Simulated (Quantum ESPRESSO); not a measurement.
The Nd L₃ edge of atom 1 in NdS2 (P4/nmm), with 1 S at 2.92 Å, 4 S at 2.94 Å and 4 S at 2.98 Å (9-fold, site symmetry 4mm), was computed in 2 ways: excited-electron core hole (neutral cell) and no core hole. Program and functional: Quantum ESPRESSO XSpectra, LDA, without spin-orbit coupling, Lorentzian half width 1.82 eV (not a setting of the program: the run's 0.4 eV curve was folded afterwards with a further Lorentzian); cells of 6 and 12 atoms (the run without a hole in the smaller).

Each run is counted from its own lowest empty level or Fermi level and scaled to a mean of 1 over its first 20 eV.

```
E (eV)  run 1  run 2
  -2.0   0.55   0.23
  -1.5   0.69   0.27
  -1.0   0.87   0.31
  -0.5   1.11   0.37
   0.0   1.40   0.45
   0.5   1.73   0.55
   1.0   2.02   0.68
   1.5   2.19   0.84
   2.0   2.22   1.04
   2.5   2.15   1.28
   3.0   1.98   1.50
   3.5   1.77   1.70
   4.0   1.54   1.83
   4.5   1.33   1.88
   5.0   1.15   1.85
   5.5   1.01   1.74
   6.0   0.91   1.57
   6.5   0.84   1.39
   7.0   0.81   1.23
   7.5   0.79   1.11
   8.0   0.79   1.03
   8.5   0.79   0.98
   9.0   0.78   0.96
   9.5   0.78   0.95
  10.0   0.77   0.94
  10.5   0.75   0.93
  11.0   0.72   0.91
  11.5   0.70   0.89
  12.0   0.68   0.86
  12.5   0.66   0.83
  13.0   0.66   0.79
  13.5   0.65   0.77
  14.0   0.65   0.75
  14.5   0.65   0.74
  15.0   0.64   0.73
  15.5   0.64   0.72
  16.0   0.63   0.71
  16.5   0.63   0.69
  17.0   0.64   0.68
  17.5   0.64   0.67
  18.0   0.65   0.67
  18.5   0.66   0.67
  19.0   0.66   0.68
  19.5   0.67   0.68
  20.0   0.67   0.69
  20.5   0.67   0.70
  21.0   0.67   0.70
  21.5   0.67   0.70
  22.0   0.68   0.70
  22.5   0.68   0.70
  23.0   0.69   0.70
  23.5   0.71   0.70
  24.0   0.73   0.70
  24.5   0.74   0.71
  25.0   0.76   0.73
  25.5   0.76   0.75
  26.0   0.76   0.77
  26.5   0.75   0.78
  27.0   0.74   0.79
  27.5   0.74   0.78
  28.0   0.73   0.77
  28.5   0.73   0.75
  29.0   0.73   0.74
  29.5   0.73   0.74
  30.0   0.73   0.74
  30.5   0.74   0.74
  31.0   0.75   0.75
  31.5   0.76   0.77
  32.0   0.76   0.78
```

Q: Which run is which?

Run 1: excited-electron core hole (neutral cell) (area from −2 to 6 eV 11.9, main maxima 1.8 eV (2.23)). Run 2: no core hole (area from −2 to 6 eV 8.6, main maxima 4.6 eV (1.89) and 27.0 eV (0.79)). With each curve scaled to its own mean, the area from −2 to 6 eV with the hole is 11.9 against 8.6, and the centre of weight from −1 to 20 eV moves by -1.4 eV: the hole pulls the absorber's empty states down.

[Banner, clock and machine lines of the logs are left out without a mark of their own.]

[Logs are printed without paths, hosts, clocks, repeated set-up lines and the standing remarks that a program may print on its own settings, such as how far it seeks lower states.]

[Hosts, paths, dates, database ids (printed as entryN), source tags and the programs' standing remarks are cut or masked in the printed files.]

[Lists of maxima count a maximum above −3 eV only where it reaches 4 % of the highest in the window and stands out from its surroundings by 2 % of it (1.5 % where it reaches 55 %); shoulders and weaker maxima are passed over, and of the rest the first, up to two pre-edge ones and the few strongest are named.]
